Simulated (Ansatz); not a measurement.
# Band gap of BiOBr (P4/nmm) from density functionals to GW

Aim: the gap of BiOBr (P4/nmm) at several levels of theory on one structure, with the time that each takes.

Program: Ansatz 0.2.0. Level of theory: density functionals, hybrids and G0W0, plane waves, PAW. Results are calculated unless marked as measured.

The database entry behind the starting cell differs from later determinations by our own check (0.1 to 0.3 % short, probably kX units), so it need not match the best structure at ambient conditions.

## Step 1: Set-up

Symmetry: P4/nmm, No. 129, tetragonal system. Conventional cell: a = 3.916 Å, b = 3.916 Å, c = 8.077 Å, α = 90.00°, β = 90.00°, γ = 90.00°. Bi has 4 O at 2.32 Å and 4 Br at 3.18 Å nearest. Br has 4 Bi at 3.18 Å nearest. O has 4 Bi at 2.32 Å nearest. Farther neighbours and most contacts between anions are not listed.

The cell and positions come from the Crystallography Open Database and are kept as given unless a step says otherwise. Spin-orbit coupling is left out unless a step names it.

The logs state that the PAW files were generated under PBE.

## Step 2: LDA on the 6×6×4 mesh

Levels along a band path and on the mesh show where this functional puts the band edges.

This step: DFT, LDA, plane waves, PAW; PAW set soft_1.

Input file input.yaml:

```yaml
crystal:
  lattice:
    - [3.916, 0.0, 0.0]
    - [0.0, 3.916, 0.0]
    - [0.0, 0.0, 8.077]
  atoms:
    - { symbol: Bi, position: [0.0, 0.5, 0.154] }
    - { symbol: Bi, position: [0.5, 0.0, 0.846] }
    - { symbol: Br, position: [0.0, 0.5, 0.653] }
    - { symbol: Br, position: [0.5, 0.0, 0.347] }
    - { symbol: O, position: [0.0, 0.0, 0.0] }
    - { symbol: O, position: [0.5, 0.5, 0.0] }
kpoints:
  mp_grid: { grid: [6, 6, 4] }
  band_path:
    path:
      - [[0.0, 0.0, 0.0], [0.0, 0.5, 0.0], [0.5, 0.5, 0.0], [0.0, 0.0, 0.0], [0.0, 0.0, 0.5], [0.0, 0.5, 0.5], [0.5, 0.5, 0.5], [0.0, 0.0, 0.5]]
      - [[0.0, 0.5, 0.0], [0.0, 0.5, 0.5]]
      - [[0.5, 0.5, 0.0], [0.5, 0.5, 0.5]]
    npoints: 10
hamiltonian:
  xc: lda
  pseudopotentials: { kind: paw, azcp: { folder: soft_1 }, xc_functional: pbe }
scf:
  occupations: { method: fermi_dirac, width: 0.02 }
  n_extra_bands: 6
output:
  eigenvalues: true
  write_density: true
  write_potential: true
  elf: true
  volumetric_format: npy
```

On the command line:

```sh
$ ansatz run input.yaml --threads 4 --pin off --max-ram 138240MiB --backend cuda --events-out ev --progress --plain --runs-dir out --devices 1 --max-vram 26GiB
```

Numbers of over 12 decimals in the logs are rounded to 6 here.

Log:

```text
scf.n_extra_bands = 6 over 28 filled bands (N_el = 56.0): the run solves 34 bands
GPUs: using 1 of 1 available (devices: 1).
Engine: ansatz 0.2.0, x86_64-unknown-linux-gnu
Pseudopotentials: kind: paw
Pseudopotential: Bi, paw, valence charge 15, recommended cutoff 420 eV (normal), soft_1/Bi.paw.azcp
Pseudopotential: Br, paw, valence charge 7, recommended cutoff 420 eV (normal), soft_1/Br.paw.azcp
Pseudopotential: O, paw, valence charge 6, recommended cutoff 420 eV (normal), soft_1/O.paw.azcp
Functional definition: SPW92
  exchange = slater_x
  correlation = pw_c
device memory: the entry about to start is reckoned to put 1.8 GiB on a device that reports 54.1 GiB free (of which the cap on the GPU budget leaves the run 26.0 GiB)
GPU FFT provider: cuFFT
GPU libraries: cuBLAS 13.8.2, cuFFT 12.4.0, cuSOLVER 12.3.4
Crystal: 6 atoms, lattice volume = 123.861 Å³
Basis set: ecut = 420 eV, 2419 PW (Γ)
Bands: 34, of which v1, the nominal top of the filled ones, is band 28 counted from 1 (27 counted from 0)
Symmetry: 16 space group operations
Space group: P4/nmm (ITA 129), of the structure as read, at distance tolerance 5.0e-5 Å
k-points: 30 of 144
Non-local potential: Bi, projectors of the file, l = 0: 2, l = 1: 2, l = 2: 2, l = 3: 1
Non-local potential: Br, projectors of the file, l = 0: 2, l = 1: 2, l = 2: 2
Non-local potential: O, projectors of the file, l = 0: 2, l = 1: 2, l = 2: 1
PAW form: soft (Blöchl's): semilocal exchange-correlation on the pseudo side does not see the compensation charge
PAW frozen core: Bi, regenerated for the run's functional, and the local potential with it (the file was generated under x = pbe(κ = 0.804, μ = 0.219515), c = pbe(β = 0.066725))
PAW frozen core: Br, regenerated for the run's functional, and the local potential with it (the file was generated under x = pbe(κ = 0.804, μ = 0.219515), c = pbe(β = 0.066725))
PAW frozen core: O, regenerated for the run's functional, and the local potential with it (the file was generated under x = pbe(κ = 0.804, μ = 0.219515), c = pbe(β = 0.066725))
PAW one-centre angular grid: Bi, 590 points (default); XC on 64 Gauss nodes
PAW one-centre angular grid: Br, 110 points (default); XC on 64 Gauss nodes
PAW one-centre angular grid: O, 110 points (default); XC on 64 Gauss nodes
Initial density: superposition of atomic densities (chi_scale 0.1, normalization cell, long waves kept (reshape's long-wave potential 0.03 eV rms))
Initial wavefunctions: pseudopotential atomic-orbital guess
GPU buffer pool allocated for 39366 grid points (all kernels)
GPU transforms: local potential and band sums: pruned to the plane-wave sphere, on 27×27×54
Functional: x = slater, c = lda
SCF iter   1: F=—  HF=-30676.120728 eV  |F-HF|=—  |Δ(HF+E_count)|=         —  Δρ=3.14e-2  dr2=9.92e-1  ethr=3.10e-3  ⟨swp⟩=7.2  Hψ=4581  notcnv=0
preconditioner: auto → Resta (q_TF=auto, 2.390 Å⁻¹)  ε∞=3.3  [insulator: Δε(μ)=2.190 eV  Ē_g=16.579 eV  σ=0.020 eV  W_gap=1.00  n_scr=30 (ndim 8)  ℏωp=25.0 eV  f_vac=0.001  D(μ)=0.00/eV (n_scr^D=0)  ε∞_Penn≈3.3]
SCF iter   2: F=—  HF=-30675.915336 eV  |F-HF|=—  |Δ(HF+E_count)|=   2.05e-1  Δρ=1.55e-2  dr2=2.13e-1  ethr=1.77e-3  ⟨swp⟩=2.1  Hψ=2188  notcnv=0  defer=60
SCF iter   3: F=—  HF=-30675.904164 eV  |F-HF|=—  |Δ(HF+E_count)|=   1.12e-2  Δρ=3.50e-3  dr2=1.15e-2  ethr=3.81e-4  ⟨swp⟩=2.1  Hψ=1918  notcnv=0  defer=60
SCF iter   4: F=—  HF=-30675.904009 eV  |F-HF|=—  |Δ(HF+E_count)|=   1.55e-4  Δρ=3.10e-4  dr2=1.28e-4  ethr=2.06e-5  ⟨swp⟩=2.3  Hψ=1482  notcnv=0  defer=60
SCF iter   5: F=—  HF=-30675.904025 eV  |F-HF|=—  |Δ(HF+E_count)|=   1.64e-5  Δρ=8.28e-5  dr2=1.20e-5  ethr=2.29e-7  ⟨swp⟩=2.2  Hψ=1496  notcnv=0  defer=60
SCF iter   6: F=—  HF=-30675.904198 eV  |F-HF|=—  |Δ(HF+E_count)|=   1.73e-4  Δρ=1.64e-5  dr2=2.98e-7  ethr=2.14e-8  ⟨swp⟩=2.6  Hψ=1861  notcnv=0  defer=60
SCF iter   7: F=-30675.904198 eV  HF=-30675.904198 eV  |F-HF|=9.94e-9  |Δ(HF+E_count)|=   1.64e-8  Δρ=3.50e-6  dr2=2.12e-8  ethr=1.79e-10  ⟨swp⟩=7.9  Hψ=3259  notcnv=0
SCF 1 converged in 7 iterations: F = -30675.904198 eV  dr2 = 2.12e-8
[...]
device memory: the entry about to start is reckoned to put 4.2 GiB on a device that reports 54.0 GiB free (of which the cap on the GPU budget leaves the run 26.0 GiB)
NSCF: frozen V_eff on 93 k-points, pencils in batches of 32, up to order 152
SCF converged after 7 iterations
Free energy (F): -30675.904198 eV
Harris-Foulkes:  -30675.904198 eV  (|F-HF|=9.94e-9)
Internal energy: -30675.904198 eV  (E = F + TS)
E sigma→0 (E₀):  -30675.904198 eV
Fermi energy:    8.330150 eV
--- Per-component energies (eV) ---
  E_band       = -238.092112
  E_kinetic    = 1103.022373
  E_local      = -5001.964974  (includes V_loc(G=0)·N_el)
  E_nonlocal   = 1043.307081
  E_hartree    = 1985.457151
  E_xc         = -835.586840
  E_vxc        = -667.693147  (∫ρ·V_xc dr)
  E_paw        = -25454.308195  (= ΣΔE_a)
  E_vpaw       = -685.684329  (= ΣTr[D̂ρ^β])
  E_aug_tail   = 0.001984  (compensation charges beyond the density's cutoff)
  E_ewald      = -3516.430001
  E_core_change = 0.597223  (= ΣΔE_core)
  E_smearing   = -0.000000  (= −TS)
  E_closure    = -0.000000  (closes the sum)
  Σ components = -30675.904198   (vs F -30675.904198, Δ=0.00e0)
--- Band table (eV; the first three rows and the last of 30) ---
  k-point 0: bands = [... 24 lower, 6.2557, 6.5255, 6.5255, 6.5927, 9.5521, 10.4627, 12.1390, 12.1390, ... 2 higher]
  k-point 1: bands = [... 24 lower, 6.2249, 6.7137, 6.7137, 6.8692, 9.4232, 10.0929, 12.0497, 12.0497, ... 2 higher]
  k-point 2: bands = [... 24 lower, 6.3257, 6.8400, 6.8400, 7.1437, 9.3628, 9.6457, 11.9638, 11.9638, ... 2 higher]
  k-point 29: bands = [... 24 lower, 6.1707, 6.1707, 6.2537, 6.2537, 11.2476, 11.2476, 12.5155, 12.5155, ... 2 higher]
```

The job ended after 16 s (1 × NVIDIA H100 80GB HBM3 (shared by 3 runs) with 4 threads of AMD EPYC 7R13 (Zen 3), shared host; peak memory 0.94 GiB).

The column dr2 measures how far the density is from self-consistency, as an energy; F and HF (Harris–Foulkes) agree once it is small.

Numbers from this step:

- filled bands: 28
- gap: 2.046 eV
- valence top at: k = (0.000, 0.400, 0.500)
- conduction bottom at: k = (0.000, 0.000, 0.400)
- least direct gap: 2.219 eV

Over mesh and path the gap is 2.046 eV, from k = (0.000, 0.400, 0.500) to k = (0.000, 0.000, 0.400). The least direct gap found is 2.219 eV, at k = (0.000, 0.000, 0.500). On the 6×6×4 mesh alone the same run gives 2.116 eV, so that mesh misses an edge of LDA: 2.116 − 2.046 = +0.070 eV.

## Step 3: LDA+SOC on the 6×6×4 mesh

This run has two-component orbitals with spin-orbit coupling.

This step: DFT, LDA with spin-orbit coupling, plane waves, PAW; PAW set soft_1.

input.yaml, the sections that differ from step 2:

```yaml
kpoints:
  mp_grid: { grid: [6, 6, 4] }
  band_path:
    path:
      - [0.0, 0.0, 0.0]
      - [0.0, 0.5, 0.0]
      - [0.5, 0.5, 0.0]
      - [0.0, 0.0, 0.5]
      - [0.0, 0.5, 0.5]
      - [0.5, 0.5, 0.5]
      - [0.0, 0.4, 0.5]
      - [0.0, 0.0, 0.4]
    npoints: 1
hamiltonian:
  xc: lda
  pseudopotentials: { kind: paw_fr, azcp: { folder: soft_1 }, xc_functional: pbe }
scf:
  occupations: { method: fixed }
  n_extra_bands: 12
magnetization:
  noncollinear: true
  spin_orbit: true
# crystal, output: as in step 2
```

Log:

```text
[...]
GPUs: using 1 of 1 available (devices: 1).
[...]
non-collinear run that drives no moment, with spin-orbit: no starting moment large enough to seed its density (crystal.atoms[].spin), no starting occupations that ask for one, no magnetisation constraint and no magnetic field, so the semilocal B_xc is pinned to zero
[...]
GPU FFT provider: cuFFT
GPU libraries: cuBLAS 13.8.2, cuFFT 12.4.0, cuSOLVER 12.3.4
Crystal: 6 atoms, lattice volume = 123.861 Å³
Basis set: ecut = 420 eV, 2419 PW (Γ)
Bands: 68, of which v1, the nominal top of the filled ones, is band 56 counted from 1 (55 counted from 0)
Symmetry: 16 space group operations + 16 with time reversal
[...]
k-points: 30 of 144
Projection manifold: j_resolved (fully-relativistic pseudo-atomic orbitals)
[...]
GPU buffer pool allocated for 39366 grid points (all kernels)
[...]
site 1: m = (+0.0000, +0.0000, +0.0000) μB, |m| = 0.0000 μB  (R = 0.96 Å)
  site 2: m = (+0.0000, +0.0000, +0.0000) μB, |m| = 0.0000 μB  (R = 1.31 Å)
  site 3: m = (+0.0000, +0.0000, +0.0000) μB, |m| = 0.0000 μB  (R = 1.31 Å)
  site 4: m = (+0.0000, +0.0000, +0.0000) μB, |m| = 0.0000 μB  (R = 0.96 Å)
  site 5: m = (+0.0000, +0.0000, +0.0000) μB, |m| = 0.0000 μB  (R = 0.96 Å)
Free energy (F): -30755.685731 eV
[...]
Internal energy: -30755.685731 eV  (E = F + TS)
E sigma→0 (E₀):  -30755.685731 eV
Fermi energy:    7.265359 eV
[...]
--- Band table (eV; the first three rows and the last of 30) ---
  k-point 0: bands = [... 52 lower, 6.6831, 6.6831, 6.7292, 6.7292, 9.2167, 9.2167, 9.6910, 9.6910, ... 8 higher]
  k-point 1: bands = [... 52 lower, 6.8617, 6.8617, 6.9706, 6.9706, 9.0904, 9.0904, 9.4547, 9.4547, ... 8 higher]
  k-point 2: bands = [... 52 lower, 6.9823, 6.9823, 7.2151, 7.2151, 9.0579, 9.0579, 9.0910, 9.0910, ... 8 higher]
  k-point 29: bands = [... 52 lower, 6.1685, 6.1685, 6.1685, 6.1685, 10.6794, 10.6794, 10.6794, 10.6794, ... 8 higher]
[key lines of the parts left out:]
SCF converged after 8 iterations
Magnetization: |M| = 0.0000 μB,  M = (+0.0000, +0.0000, +0.0000) μB
```

The job ended after 8.1 s (1 × NVIDIA H100 80GB HBM3 (shared by 3 runs) with 4 threads; peak memory 1.1 GiB).

This step gave:

* gap: 1.704 eV
* valence top at: k = (0.000, 0.400, 0.500)
* conduction bottom at: k = (0.000, 0.000, 0.400)
* least direct gap: 1.843 eV

Over mesh and listed points the gap is 1.704 eV, from k = (0.000, 0.400, 0.500) to k = (0.000, 0.000, 0.400). The least direct gap found is 1.843 eV, at k = (0.000, 0.000, 0.500). On the 6×6×4 mesh alone the same run gives 1.792 eV, so that mesh misses an edge of LDA+SOC: 1.792 − 1.704 = +0.088 eV. LDA+SOC against LDA: 1.704 − 2.046 = −0.342 eV, with the same mesh, set of files (read in its fully relativistic form for the spin-orbit run) and cutoff, and both edges at the same k points. The spin-orbit run sees mesh and listed points alone, so its gap is an upper bound: the coupling can move an edge off these points, and the change over the zone, its sign included where it is small, is not known.

## Step 4: HSE06 on the 4×4×2 mesh

HSE06 mixes in a quarter of exact exchange at short range.

This step: DFT, HSE06, plane waves, PAW; PAW set soft_1.

Changes to input.yaml since step 3:

```diff
@@ -13,3 +13,3 @@
 kpoints:
-  mp_grid: { grid: [6, 6, 4] }
+  mp_grid: { grid: [4, 4, 2] }
   band_path:
@@ -26,15 +26,8 @@
 hamiltonian:
-  xc: lda
-  pseudopotentials: { kind: paw_fr, azcp: { folder: soft_1 }, xc_functional: pbe }
+  xc: hse06
+  pseudopotentials: { kind: paw, azcp: { folder: soft_1 } }
 scf:
   occupations: { method: fixed }
-  n_extra_bands: 12
-magnetization:
-  noncollinear: true
-  spin_orbit: true
+  n_extra_bands: 6
 output:
   eigenvalues: true
-  write_density: true
-  write_potential: true
-  elf: true
-  volumetric_format: npy
```

Log:

```text
[...]
GPUs: using 1 of 1 available (devices: 1).
[...]
davidson cushion auto → on  (no smearing: the cushion is to keep the highest requested band from converging to the state above it; pin scf.eigensolver.cushion to override)
[...]
GPU FFT provider: cuFFT
GPU libraries: cuBLAS 13.8.2, cuFFT 12.4.0, cuSOLVER 12.3.4
Crystal: 6 atoms, lattice volume = 123.861 Å³
Basis set: ecut = 420 eV, 2419 PW (Γ)
[...]
Fermi energy:    6.845877 eV
[...]
--- Band table (eV; the first three rows and the last of 12) ---
  k-point 0: bands = [... 24 lower, 5.7475, 6.0585, 6.0585, 6.2545, 10.2817, 11.2051, 12.9891, 12.9891, ... 2 higher]
  k-point 1: bands = [... 24 lower, 5.7897, 6.3682, 6.3682, 6.7599, 10.0419, 10.4717, 12.8124, 12.8124, ... 2 higher]
  k-point 2: bands = [... 24 lower, 6.2189, 6.3955, 6.4789, 6.7878, 11.9211, 12.2108, 12.2215, 12.7324, ... 2 higher]
  k-point 11: bands = [... 24 lower, 5.5405, 5.5405, 5.6583, 5.6583, 11.9726, 11.9726, 13.4596, 13.4596, ... 2 higher]
[key lines of the parts left out:]
Free energy (F): -31511.515407 eV
```

Run time: 19 s. Hardware: 1 × NVIDIA H100 80GB HBM3 (shared by 3 runs) with 4 threads; peak memory 1.3 GiB; 21 s of CPU time.

Numbers from this step:

| Quantity | Value |
| --- | --- |
| gap | 3.041 eV |
| valence top at | k = (0.000, 0.400, 0.500) |
| conduction bottom at | Z |
| least direct gap | 3.282 eV |
| exact-exchange fraction | 0.25 |

Over mesh and listed points the gap is 3.041 eV, from k = (0.000, 0.400, 0.500) to k = (0.000, 0.000, 0.500). The least direct gap found is 3.282 eV, at k = (0.000, 0.000, 0.500). On the 4×4×2 mesh alone the same run gives 3.196 eV, so that mesh misses an edge of HSE06: 3.196 − 3.041 = +0.155 eV. HSE06 against LDA: 3.041 − 2.046 = +0.995 eV. The runs also differ in mesh (6×6×4 and 4×4×2), and the conduction bottom lies at another k point, so how much of this comes from the functional alone is not known.

## Step 5: HSE06+SOC on the 4×4×2 mesh

This step: DFT, HSE06 with spin-orbit coupling, plane waves, PAW; PAW set soft_1.

Changes to input.yaml since step 4:

```diff
@@ -27,6 +27,9 @@
   xc: hse06
-  pseudopotentials: { kind: paw, azcp: { folder: soft_1 } }
+  pseudopotentials: { kind: paw_fr, azcp: { folder: soft_1 } }
 scf:
   occupations: { method: fixed }
-  n_extra_bands: 6
+  n_extra_bands: 12
+magnetization:
+  noncollinear: true
+  spin_orbit: true
 output:
```

Log:

```text
[...]
GPUs: using 1 of 1 available (devices: 1).
[...]
GPU FFT provider: cuFFT
GPU libraries: cuBLAS 13.8.2, cuFFT 12.4.0, cuSOLVER 12.3.4
Crystal: 6 atoms, lattice volume = 123.861 Å³
Basis set: ecut = 420 eV, 2419 PW (Γ)
Bands: 68, of which v1, the nominal top of the filled ones, is band 56 counted from 1 (55 counted from 0)
Symmetry: 16 space group operations + 16 with time reversal
[...]
--- Band table (eV; the first three rows and the last of 12) ---
  k-point 0: bands = [... 52 lower, 6.2462, 6.2462, 6.3691, 6.3691, 9.9022, 9.9022, 10.3562, 10.3562, ... 8 higher]
  k-point 1: bands = [... 52 lower, 6.5372, 6.5372, 6.8401, 6.8401, 9.7011, 9.7011, 9.8257, 9.8257, ... 8 higher]
  k-point 2: bands = [... 52 lower, 6.5307, 6.5307, 6.8370, 6.8370, 10.7478, 10.7478, 11.2926, 11.2926, ... 8 higher]
  k-point 11: bands = [... 52 lower, 5.6671, 5.6671, 5.6671, 5.6671, 11.3937, 11.3937, 11.3937, 11.3937, ... 8 higher]
[key lines of the parts left out:]
Magnetization: |M| = 0.0000 μB,  M = (+0.0000, +0.0000, +0.0000) μB
Free energy (F): -31534.191998 eV
Fermi energy:    6.862970 eV
```

It took 51 s on 1 × NVIDIA H100 80GB HBM3 (shared by 3 runs) with 4 threads; peak memory 1.8 GiB; 73 s of CPU time.

Numbers from this step:

```yaml
gap: 2.682 eV
valence_top_at: k = (0.000, 0.400, 0.500)
conduction_bottom_at: Z
least_direct_gap: 2.861 eV
exact_exchange_fraction: 0.25
```

Over mesh and listed points the gap is 2.682 eV, from k = (0.000, 0.400, 0.500) to k = (0.000, 0.000, 0.500). The least direct gap found is 2.861 eV, at k = (0.000, 0.000, 0.500). On the 4×4×2 mesh alone the same run gives 2.838 eV, so that mesh misses an edge of HSE06+SOC: 2.838 − 2.682 = +0.156 eV. HSE06+SOC against HSE06: 2.682 − 3.041 = −0.359 eV, with the same mesh, set of files (read in its fully relativistic form for the spin-orbit run) and cutoff, and both edges at the same k points. The spin-orbit run sees mesh and listed points alone, so its gap is an upper bound: the coupling can move an edge off these points, and the change over the zone, its sign included where it is small, is not known.

## Step 6: G0W0@LDA, 6×6×4 mesh, 1247 empty bands, screening to 270 eV, hard PAW files

G0W0 replaces the xc potential by a self-energy built once from the orbitals of the start. Levels are corrected in the window of bands that the input names, at points of the mesh.

This step: G0W0 on LDA, plane waves, PAW.

Input file input.yaml:

```yaml
crystal:
  lattice:
    - [3.916, 0.0, 0.0]
    - [0.0, 3.916, 0.0]
    - [0.0, 0.0, 8.077]
  atoms:
    - { symbol: Bi, position: [0.0, 0.5, 0.154] }
    - { symbol: Bi, position: [0.5, 0.0, 0.846] }
    - { symbol: Br, position: [0.0, 0.5, 0.653] }
    - { symbol: Br, position: [0.5, 0.0, 0.347] }
    - { symbol: O, position: [0.0, 0.0, 0.0] }
    - { symbol: O, position: [0.5, 0.5, 0.0] }
kpoints:
  mp_grid: { grid: [6, 6, 4] }
hamiltonian:
  xc: lda
  pseudopotentials: { kind: paw, source: ansatz }
scf:
  occupations: { method: fixed }
gw:
  n_empty_bands: 1247
  ecut_chi: 270.0
  qp_bands: [v2, c2]
  qp_kpoints: band_edges
  screening: { model: contour_deformation }
```

Log:

```text
GPUs: using 1 of 1 available (devices: 1).
[...]
GPU FFT provider: cuFFT
GPU libraries: cuBLAS 13.8.2, cuFFT 12.4.0, cuSOLVER 12.3.4
Crystal: 6 atoms, lattice volume = 123.861 Å³
Basis set: ecut = 930 eV, 7965 PW (Γ)
Bands: 56, of which v1, the nominal top of the filled ones, is band 46 counted from 1 (45 counted from 0)
Symmetry: 16 space group operations
[...]
k-points: 30 of 144
[...]
1    48     11.9957   -10.3959    -3.7714   -14.6017  0.8037    12.4318    12.4300  root
[...]
27    45      8.4208   -19.8482     2.5056   -16.4199  0.7456     7.4797     7.4981  root
    27    46      8.4208   -19.8482     2.5056   -16.4199  0.7456     7.4797     7.4981  root
    27    47     12.4555   -10.4572    -3.8165   -14.7175  0.8021    12.9012    12.8992  root
    27    48     12.4555   -10.4572    -3.8165   -14.7175  0.8021    12.9012    12.8992  root
[key lines of the parts left out:]
SCF converged after 9 iterations
Free energy (F): -44727.768172 eV
Fermi energy:    9.150209 eV
```

Run time: 9.1 min. Hardware: 1 × NVIDIA H100 80GB HBM3 (shared by 3 runs) with 4 threads; peak memory 15 GiB; 19 min of CPU time.

This step gave:

| Property | Result |
| --- | --- |
| bands summed | 1293 |
| RPA ε∞ on this mesh (eigenvalues) | 5.405, 7.294, 7.294 |
| plane waves in the screening matrix | 1253 |
| G0W0 gap over the corrected points | 3.197 eV |
| k of the valence top | 0, 0.3333, -0.5 |
| k of the conduction bottom | 0, 0, -0.5 |
| starting gap on the mesh | 2.117 eV |
| Z at the valence top | 0.7586 |
| Z at the conduction bottom | 0.8083 |
| least direct G0W0 gap over the corrected points | 3.506 eV |

Over 23 of 30 irreducible mesh points the G0W0 gap is 3.197 eV, from k = (0.000, 0.333, -0.500) to k = (0.000, 0.000, -0.500). The LDA gap of this run on the mesh is 2.117 eV. The two states that bound the G0W0 gap lie that far apart at the start, so the correction of the gap is 3.197 − 2.117 = +1.080 eV.

[end of part 1 of 2]

[Paths, hosts, dates, memory and timing lines, banners, echoed tables and standing remarks are left out of the program output.]

[Logs are printed without paths, hosts, clocks, repeated set-up lines and the standing remarks that a program may print on its own settings, such as how far it seeks lower states.]

[Runs of the session that timed out or met a known fault of the program may be left out.]

[Cells called generated may have been cut or substituted from an entry of the Crystallography Open Database or the Materials Project.]

[Hosts, paths, dates, database ids (printed as entryN), source tags and the programs' standing remarks are cut or masked in the printed files.]

[Where an RPA ε∞ is given, it is that of the G0W0 mesh and is not shown converged in it. Names of k-points follow the symmetry that the program found, which can be lower than the space group named. Band edges on a path are those of the sampled points; other points can move an edge, and change direct to indirect where valleys lie close.]

[Hybrid gaps are those of their k-mesh and are not shown converged in it.]
